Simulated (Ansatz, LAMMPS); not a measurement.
## Electronic structure of glassy 57SiO2-27Al2O3-16BaO (mol %) (149 atoms)

What does DFT give for glassy 57SiO2-27Al2O3-16BaO (mol %) (149 atoms) as built?

Main program and level: Ansatz 0.2.0; Kohn-Sham DFT, PBE, PAW (set soft_2), plane waves.

## (1) The structure

The cell holds 149 atoms: 25 Si, 24 Al, 7 Ba and 93 O. Its edges and angles: a = 12.287 Å, b = 12.287 Å, c = 12.287 Å, α = 90.0°, β = 90.0°, γ = 90.0°. 149 atoms (25 Si, 24 Al, 7 Ba, 93 O) placed at random at 3.4 g/cm³, melted at 4000 K for 10 ps at fixed volume with the Morse and Coulomb pair potential with partial charges (Pedone, Malavasi, Menziani, Cormack and Segre, J. Phys. Chem. B 110, 11780 (2006)). Quenched from 4000 K to 300 K at 25 K/ps and fixed volume, held 5 ps.

Limits known from the start: The quench rate of 25 K/ps far exceeds what a furnace or splat quench reaches, so expect more defects and frozen-in strain than in a real sample. The starting topology of bonds comes from the classical model, and needn't be the one that DFT or experiment would give. Only the Γ point is sampled, in a cell whose shortest periodic width is 12 Å. The levels lack spin–orbit coupling, which is large for the heavy elements here.

## (2) How the cell was made

A classical potential makes the cell, at a small fraction of what the same run would cost in DFT.

This step: classical MD, Morse and Coulomb pair potential with partial charges (Pedone, Malavasi, Menziani, Cormack and Segre, J. Phys. Chem. B 110, 11780 (2006)) (LAMMPS 22 Jul 2025 - Update 4).

Contents of in.lmp:

```
# melt-quench of Si25Al24Ba7O93
units metal
atom_style charge
boundary p p p
region box block 0 12.2866 0 12.2866 0 12.2866
create_box 4 box
mass 1 28.0850   # Si
mass 2 26.9815   # Al
mass 3 137.3270   # Ba
mass 4 15.9990   # O
create_atoms 1 random 25 254758 NULL overlap 1.5 maxtry 2000
create_atoms 2 random 24 254765 NULL overlap 1.5 maxtry 2000
create_atoms 3 random 7 254772 NULL overlap 1.5 maxtry 2000
create_atoms 4 random 93 254779 NULL overlap 1.5 maxtry 2000
pair_style hybrid/overlay pedone 5.5 coul/long 8.0
pair_coeff * * coul/long
pair_coeff 1 4 pedone 0.340554 2.006700 2.100000 1   # Si-O
pair_coeff 2 4 pedone 0.361581 1.900442 2.164818 0.9   # Al-O
pair_coeff 3 4 pedone 0.065011 1.547596 3.393410 5   # Ba-O
pair_coeff 4 4 pedone 0.042395 1.379316 3.618701 22   # O-O
set type 1 charge 2.4
set type 2 charge 1.8
set type 3 charge 1.2
set type 4 charge -1.2
kspace_style pppm 1.0e-4
neigh_modify delay 0 every 1 check yes
thermo_style custom step time temp pe press density
thermo_modify norm yes
timestep 0.002
thermo 100
min_style cg
minimize 1e-4 1e-4 200 2000
reset_timestep 0
velocity all create 4000 254759 mom yes dist gaussian
# [... 11 lines left out ...]
fix md all nvt temp 4000 300 0.2
run 74000 post no
unfix md
thermo 1250
fix md all nvt temp 300 300 0.2
run 2500 post no
unfix md
write_dump all custom glass.dump id type xs ys zs modify sort id
```

The run is started by

```sh
> lmp -in in.lmp -log none -nocite
```

Numbers of over 12 decimals in the logs are rounded to 6 here.

The program printed:

```text
LAMMPS (22 Jul 2025 - Update 4)
Created orthogonal box = (0 0 0) to (12.2866 12.2866 12.2866)
Created 25 atoms
Created 24 atoms
Created 7 atoms
Created 93 atoms
PPPM initialization ...
  G vector (1/distance) = 0.3917421
  grid = 15 15 15
  estimated relative force accuracy = 3.7697075e-05
   Step          Time           Temp          PotEng         Press         Density
         0   0              0              0.59154697     868014.45      3.4010196
        71   0.142          0             -14.824811      24522.475      3.4010196
Loop time of 0.145436 s on 1 MPI rank(s) for 71 steps with 149 atoms
Minimization stats:
  Stopping criterion = energy tolerance
  Energy initial, next-to-last, final =
     0.591546965269635  -14.8234843264214  -14.8248110296817
  Force two-norm initial, final = 437.02012 3.0533661
  Iterations, force evaluations = 71 87
   Step          Time           Temp          PotEng         Press         Density
[... 7 lines left out ...]
      2499   4.998          3896.2119     -14.385348      81925.891      3.4010196
      3332   6.664          3896.7145     -14.325662      78739.269      3.4010196
      4165   8.33           3987.6714     -14.387715      82412.26       3.4010196
      4998   9.996          3842.4116     -14.420856      61106.341      3.4010196
      5831   11.662         3978.625      -14.403342      44720.684      3.4010196
[... 1 line left out ...]
Loop time of 6.87434 s on 1 MPI rank(s) for 5000 steps with 149 atoms
   Step          Time           Temp          PotEng         Press         Density
[... 11 lines left out ...]
     80000   160            300.27705     -15.020708      9308.4373      3.4010196
Loop time of 98.3463 s on 1 MPI rank(s) for 74000 steps with 149 atoms
   Step          Time           Temp          PotEng         Press         Density
     80000   160            300.27705     -15.020708      9308.4373      3.4010196
     81250   162.5          289.73163     -15.018944      13318.381      3.4010196
     82500   165            305.5265      -15.018707      13231.581      3.4010196
Loop time of 3.18685 s on 1 MPI rank(s) for 2500 steps with 149 atoms
```

Elapsed: 1.8 min, on 1 thread of Arm Neoverse N1, shared host; peak memory 0.076 GiB.

## (3) Plane-wave single point

The electrons are solved once, with the atoms held.

Contents of input.yaml:

```yaml
crystal:
  lattice:
    - [12.2866, 0.0, 0.0]
    - [0.0, 12.2866, 0.0]
    - [0.0, 0.0, 12.2866]
  atoms:
    - { symbol: Si, position: [0.21333, 0.286, 0.8365] }
    - { symbol: Si, position: [0.81789, 0.80206, 0.84074] }
    - { symbol: Si, position: [0.35854, 0.01656, 0.66028] }
    - { symbol: Si, position: [0.41071, 0.9052, 0.31879] }
    - { symbol: Si, position: [0.87982, 0.49568, 0.06578] }
    - { symbol: Si, position: [0.50801, 0.65439, 0.44861] }
    - { symbol: Si, position: [0.52581, 0.43942, 0.75592] }
    - { symbol: Si, position: [0.31871, 0.19919, 0.11382] }
    - { symbol: Si, position: [0.99805, 0.85809, 0.51617] }
    - { symbol: Si, position: [0.27252, 0.82272, 0.75342] }
    - { symbol: Si, position: [0.17645, 0.05162, 0.47714] }
    - { symbol: Si, position: [0.99546, 0.50722, 0.69657] }
    - { symbol: Si, position: [0.97535, 0.70963, 0.11565] }
    - { symbol: Si, position: [0.61257, 0.31081, 0.35369] }
    - { symbol: Si, position: [0.29323, 0.35273, 0.42178] }
    - { symbol: Si, position: [0.93735, 0.11651, 0.12861] }
    - { symbol: Si, position: [0.28669, 0.45289, 0.65825] }
    - { symbol: Si, position: [0.04792, 0.20154, 0.64225] }
    - { symbol: Si, position: [0.43028, 0.41706, 0.0218] }
    - { symbol: Si, position: [0.04261, 0.7574, 0.75027] }
    - { symbol: Si, position: [0.21986, 0.7465, 0.3345] }
    - { symbol: Si, position: [0.60985, 0.67006, 0.81648] }
    - { symbol: Si, position: [0.32712, 0.95826, 0.07955] }
    - { symbol: Si, position: [0.76342, 0.9472, 0.62739] }
    - { symbol: Si, position: [0.61677, 0.0371, 0.90104] }
    - { symbol: Al, position: [0.83354, 0.0339, 0.35089] }
    - { symbol: Al, position: [0.13842, 0.19507, 0.26943] }
    - { symbol: Al, position: [0.275, 0.66999, 0.56341] }
    - { symbol: Al, position: [0.89109, 0.39522, 0.52971] }
    - { symbol: Al, position: [0.09941, 0.90961, 0.16592] }
    - { symbol: Al, position: [0.14869, 0.54634, 0.21212] }
    - { symbol: Al, position: [0.68495, 0.36998, 0.99787] }
    [... 111 atom lines left out ...]
    - { symbol: O, position: [0.90289, 0.62468, 0.04838] }
    - { symbol: O, position: [0.42594, 0.01135, 0.39233] }
    - { symbol: O, position: [0.70687, 0.99471, 0.3684] }
    - { symbol: O, position: [0.55632, 0.94437, 0.83951] }
    - { symbol: O, position: [0.91759, 0.4496, 0.18888] }
    - { symbol: O, position: [0.00357, 0.82692, 0.0911] }
kpoints:
  mp_grid: { grid: [1, 1, 1] }
hamiltonian:
  xc: pbe
scf:
  occupations: { method: fixed }
output:
  forces: true
  stress: true
  populations: true
  dos:
    method: { smearing: { sigma: 0.1 } }
    de: 0.1
    projected: { site_lists: { Al: [Al], Ba: [Ba], O: [O], Si: [Si] } }
  eigenvalues: true
  write_density: true
  write_potential: true
  volumetric_format: npy
```

The run is started by

```sh
> ansatz run input.yaml --threads 8 --pin off --max-ram 15872MiB --backend cpu --events-out ev --progress --plain --runs-dir out
```

The program printed:

```text
Engine: ansatz 0.2.0, aarch64-unknown-linux-gnu
Pseudopotentials: kind: paw
Pseudopotential: Si, paw, valence charge 4, recommended cutoff 420 eV (normal), Si.paw.azcp
Pseudopotential: Al, paw, valence charge 3, recommended cutoff 420 eV (normal), Al.paw.azcp
Pseudopotential: Ba, paw, valence charge 10, recommended cutoff 420 eV (normal), Ba.paw.azcp
Pseudopotential: O, paw, valence charge 6, recommended cutoff 420 eV (normal), O.paw.azcp
[... 5 lines on functional and potentials left out ...]
Crystal: 149 atoms, lattice volume = 1854.792 Å³
Basis set: ecut = 420 eV, 36257 PW (Γ), exchange–correlation on 180×180×180 points (8 copies of the dense FFT grid, shifted against one another)
Bands: 549, of which v1, the nominal top of the filled ones, is band 400 counted from 1 (399 counted from 0)
Symmetry: 1 space group operations
Space group: P1 (ITA 1), of the structure as read, at distance tolerance 1.2e-4 Å
k-points: 1
[...]
atom   7  Si    -3.00033745     2.46138392    -1.75530261
  atom   8  Si     1.97854681     2.52664927     2.75503722
[...]
atom  13  Si     0.33200536    -3.42694195     2.04031736
  atom  14  Si    -0.37632302     4.21121928    -1.96369912
[...]
atom 148  O     -1.27882457     0.73816123    -0.37507813
  atom 149  O      0.79244977     4.34856972    -2.00682926
  max |Σ_I F_I| component: 9.78e-5 eV/Å
--- Stress (GPa, compression-positive) ---
       10.101550       0.295727      -0.438192
        0.295726       9.417365       0.483891
       -0.438191       0.483900      10.183539
  P = ⅓ Tr σ = 9.9008 GPa (99.008 kbar)
--- Band table (eV) ---
  k-point 0: bands = ["-21.9075", "-21.6122", "-21.2118", "-20.8116", [... 533 levels ...], "14.8279", "14.8383", "14.8459", "14.8617", "14.8978", "14.9066", "14.9112", "14.9143", "14.9478", "14.9571", "14.9704", "14.9833"]
--- Löwdin populations: 149 sites ---
  site symbol       q [e]
     0     Si      2.2175
     1     Si      2.2556
     2     Si      2.2633
[...]
148      O      6.8434
  spilling = 0.011828 (of n_electrons = 800.000000)
[key lines of the parts left out:]
SCF converged after 9 iterations
Free energy (F): -123387.142210 eV
Fermi energy:    5.429968 eV
```

Run time: 59 s. Hardware: 8 threads of Arm Neoverse N1, shared host; peak memory 3 GiB.

In the SCF lines HF is the Harris–Foulkes energy and dr2 the Hartree energy of the density residual, in eV; the loop may stop once dr2 is under the threshold and the program's other checks hold. Hψ counts applications of the Hamiltonian.

Numbers from this run:

| Quantity | Value |
| --- | --- |
| free energy | -123387.1422 eV |
| free energy per atom | -828.1016 eV/atom |
| SCF cycles | 9 |
| pressure | 9.901 GPa |
| r.m.s. force component | 1.367 eV/Å |
| longest force | 5.946 eV/Å |
| Fermi energy | 5.43 eV |
| gap (highest filled to lowest empty level) | 3.58 eV |
| spilling of the projection | 0.01183 |

Length of the force by element:

```
element  coordination  atoms  mean length of the force (eV/Å)  spread  least  most
     Al           all     24                             2.06    1.06  0.436  4.24
     Ba           all      7                            0.807   0.299  0.226  1.19
      O           all     93                             1.89    1.03  0.371  5.81
     Si           all     25                             3.11    1.05   1.58  5.95
```

Löwdin charges by element (they lack the spilled electrons, 0.064 e an atom on average):

```
element  coordination  atoms  mean charge (e)  spread   least    most
     Al           all     24             1.32  0.0408    1.24    1.39
     Ba           all      7             1.93  0.0262    1.89    1.98
      O           all     93           -0.849  0.0463  -0.998  -0.763
     Si           all     25             1.73  0.0321    1.64    1.78
```

Density of states as counts of states in windows of 1 eV (from the Fermi level), total and the larger projections:

```
from (eV)  to (eV)  total   O p  Si p
      -10       -9    8.5   5.8   0.4
       -9       -8   16.3  11.4   1.0
       -8       -7   26.0  19.0   1.9
       -7       -6   42.5  32.3   4.1
       -6       -5   55.1  43.2   5.1
       -5       -4   71.6  59.3   4.2
       -4       -3   86.5  75.8   2.5
       -3       -2  100.5  92.8   1.8
       -2       -1   96.9  92.0   1.0
       -1        0   50.8  48.8   0.4
        0        1    1.2   1.1   0.0
        1        3    0.0   0.0   0.0
        3        4    4.1   0.2   0.1
        4        5   14.6   0.7   0.8
```

With fixed occupations the program's Fermi level is the highest filled level; weight inside the gap is the broadening of levels at its edges.

Between -26 and -10 eV lie 233 more states.

The levels nearest the highest filled one (over half full), pooled over k-points and spins:

```
level less the highest filled one (eV)  occupation
                                -0.327           2
                                -0.296           2
                                -0.225           2
                                -0.208           2
                               -0.0583           2
                                     0           2
                                  3.58           0
                                  3.89           0
                                  4.11           0
                                  4.36           0
                                  4.61           0
                                  4.65           0
```

Electrostatic potential energy in the ac plane at fractional y = 0.202, with atoms of Si and Al and Ba and O within 0.2 Å of it. With pseudopotentials it is smooth inside the atoms' cores, unlike the true potential.

Ten even steps from '0' (-35 eV) to '9' (12 eV), each cell a mean:
```
99999999999999999999999998766789999
99999999986788888999999987566578999
99999888820046555789999986577567899
99999877741155676579999997655676579
99986677888875565579999999888899899
99830058999987666789999999999999999
76630169999999888888889999999999999
20026899999999998876678899998889987
00006899999999998631135789886667886
41147999999999987300003688865556887
88755899999999987410013788875556899
99976899999999998743346889988778999
99999999999744798887788999999878999
99999999999733678887889999999757999
99999999999986556730169999998766789
99877778999986556720058999987555579
78755656899987778876688999987555688
56657755899831489998888899998777887
88755557888610279987555789999988888
99887522675434799875322578999998888
89988300230004899876323578999988778
36888744620003789987666789999998863
02888998864347899998888998789999840
36999999988889999999999998679999974
```
Columns run along a (12.3 Å; values clipped at the 3rd and 97th percentile), rows up along c (12.3 Å). Atoms in or near the plane, at fractional coordinates: Si at (0.32, 0.11), Si at (0.05, 0.64), Al at (0.14, 0.27), Al at (0.43, 0.83), Al at (0.79, 0.90), Ba at (0.57, 0.58), O at (0.37, 0.23), O at (0.00, 0.05), O at (0.13, 0.75), O at (0.19, 0.14), O at (0.30, 0.87), O at (0.56, 0.36).

Valence density in the ac plane at fractional y = 0.202, with atoms of Si and Al and Ba and O within 0.2 Å of it. It is the smooth field of the valence electrons, not physical close to the nuclei.

Values in e/Å³, 13 rows by 16 columns, each cell a mean:
```
0.2 0.1 0.0 0.1 0.4 0.4 0.1 0.1 0.3 0.1 0.1 0.2 0.3 0.1 0.1 0.2
0.1 0.1 0.1 0.3 3.5 3.1 0.3 0.2 0.4 0.2 0.1 0.1 0.1 0.3 1.0 0.5
0.1 0.9 1.7 0.4 0.6 0.6 0.2 0.1 0.1 0.0 0.0 0.1 0.1 0.2 0.6 0.3
0.2 2.0 3.5 0.4 0.0 0.1 0.3 0.2 0.1 0.1 0.0 0.0 0.0 0.0 0.1 0.2
0.2 0.3 0.3 0.0 0.0 0.0 0.1 0.2 0.8 0.9 0.3 0.1 0.2 0.2 0.2 0.4
0.3 1.1 0.7 0.1 0.0 0.0 0.1 0.3 1.1 1.0 0.7 0.1 0.2 0.2 0.1 0.2
0.1 0.7 0.5 0.1 0.1 1.0 0.8 0.2 0.5 0.6 0.2 0.0 0.1 0.5 0.4 0.1
0.0 0.0 0.1 0.1 0.2 1.4 1.2 0.3 1.4 1.5 0.2 0.1 0.1 0.8 0.7 0.1
0.3 0.1 0.1 0.1 0.1 0.2 0.3 0.3 2.8 3.0 0.3 0.2 0.2 0.2 0.2 0.2
1.2 0.3 0.1 0.1 0.1 1.8 2.8 0.3 0.2 0.3 0.2 0.1 0.1 0.3 0.3 0.7
0.3 0.2 1.3 2.3 0.5 1.5 1.9 0.2 0.2 1.0 0.8 0.1 0.0 0.1 0.2 0.2
1.5 0.2 1.5 2.8 0.6 0.2 0.2 0.1 0.1 0.6 0.5 0.2 0.2 0.1 0.2 1.3
3.2 0.3 0.1 0.1 0.1 0.2 0.1 0.0 0.0 0.1 0.1 0.7 1.0 0.2 0.2 2.6
```
Columns run along a (12.3 Å), rows up along c (12.3 Å). Atoms in or near the plane, at fractional coordinates: Si at (0.32, 0.11), Si at (0.05, 0.64), Al at (0.14, 0.27), Al at (0.43, 0.83), Al at (0.79, 0.90), Ba at (0.57, 0.58), O at (0.37, 0.23), O at (0.00, 0.05), O at (0.13, 0.75), O at (0.19, 0.14), O at (0.30, 0.87), O at (0.56, 0.36).

Mean Löwdin charges: Al +1.32, Ba +1.93, O -0.85, Si +1.73 e (they miss 1.2 % of the electrons, so they add up to more than the cell's charge).

## (4) Distances and neighbours

These statistics describe the geometry on which the runs were made.

Density 3.40 g/cm³, 12.45 Å³ an atom.

g(r), total and by pair (bins of 0.2 Å):

```
r (Å)  total   O-O   O-Si  O-Al  O-Ba  Si-Si  Si-Al
 1.40   0.06  0.00   0.29  0.00  0.00   0.00   0.00
 1.60   2.83  0.00  11.32  2.29  0.00   0.00   0.00
 1.80   1.63  0.00   0.64  7.46  0.00   0.00   0.00
 2.00   0.12  0.00   0.00  0.60  0.00   0.00   0.00
 2.20   0.03  0.00   0.00  0.14  0.00   0.00   0.00
 2.40   0.32  0.67   0.05  0.23  0.00   0.00   0.00
 2.60   1.48  3.33   0.05  0.15  1.63   0.00   0.00
 2.80   1.21  2.50   0.12  0.17  1.44   0.30   0.80
 3.00   1.21  1.47   0.32  0.73  2.12   1.58   3.68
 3.20   1.05  0.91   0.64  0.67  1.77   2.79   3.12
 3.40   0.90  0.49   1.15  1.06  1.11   0.62   1.08
 3.60   0.93  0.60   1.10  1.26  1.04   0.35   0.76
 3.80   0.94  0.43   1.52  1.30  0.55   0.80   0.51
 4.00   1.11  0.56   1.77  1.63  1.44   1.03   0.31
 4.20   1.15  0.76   1.72  1.54  0.71   0.79   1.10
 4.40   1.06  0.80   1.19  1.42  0.70   1.21   1.21
 4.60   0.89  1.06   0.68  0.76  0.80   1.79   0.99
 4.80   0.99  1.50   0.56  0.57  1.38   0.82   0.37
 5.00   0.98  1.42   0.64  0.52  1.64   0.67   0.80
 5.20   1.05  1.34   0.71  0.73  1.09   1.73   0.96
 5.40   1.09  1.21   0.98  0.83  1.21   1.39   1.35
 5.60   0.88  0.81   0.92  0.93  0.83   0.98   1.10
 5.80   1.01  0.86   1.25  1.11  1.01   1.12   0.95
 6.00   0.84  0.71   1.00  1.01  0.95   0.46   0.62
```

The surroundings of O68, whose charge lies farthest from its element's mean, nearest first, numbered as they follow in the input and with coordinates relative to it.

```
atom      x      y      z  distance (Å)  Löwdin charge (e)     Fx     Fy  Fz (eV/Å)
 O68   0.00   0.00   0.00          0.00              -1.00   3.25   1.26      -1.15
Al37  -1.56  -0.22   0.38          1.62               1.28  -2.57   0.45      -0.23
Al29   1.38  -1.06   0.20          1.76               1.29   1.02  -0.99       2.76
O135  -2.20   1.32   0.08          2.56              -0.89   0.16   1.42       0.32
O129   1.05  -0.14   2.39          2.61              -0.84   0.75   1.49      -0.77
O103   1.77  -1.30  -1.43          2.62              -0.87  -0.32  -0.62      -1.66
Ba53   0.16   2.51   0.86          2.65               1.93  -0.16   0.42       0.33
Ba54  -0.08   0.87  -2.51          2.66               1.93   0.02  -0.91       0.03
O122  -2.27  -1.32  -0.61          2.70              -0.89  -1.04  -1.02       0.78
O112   0.09  -2.39   1.28          2.71              -0.88  -0.73  -0.25      -0.77
 O73  -1.81  -0.77   1.98          2.79              -0.84   0.20   0.04       0.36
```

## (5) Outcome

| Quantity | Value |
| --- | --- |
| free energy per atom | -828.1016 eV/atom |
| pressure | 9.901 GPa |
| r.m.s. force component | 1.367 eV/Å |
| gap (highest filled to lowest empty level) | 3.58 eV |
| wall time of the 1 DFT run | 59 s |

**Reading.** Between filled and empty levels lie 3.58 eV (at Γ alone); a semilocal functional tends to put such gaps too low. In a disordered cell it changes from sample to sample, and tail or defect levels can set it.

Caveats: The force components of 1.4 eV/Å r.m.s. come partly from thermal motion and partly from the difference between the classical potential and DFT. The pressure of 9.9 GPa is that of one thermal frame, in which the classical model's bond lengths enter as well as the volume, without the kinetic term.

[Logs are printed without paths, hosts, clocks, repeated set-up lines and the standing remarks that a program may print on its own settings, such as how far it seeks lower states.]

[Hosts, paths, dates, database ids (printed as entryN), source tags and the programs' standing remarks are cut or masked in the printed files.]
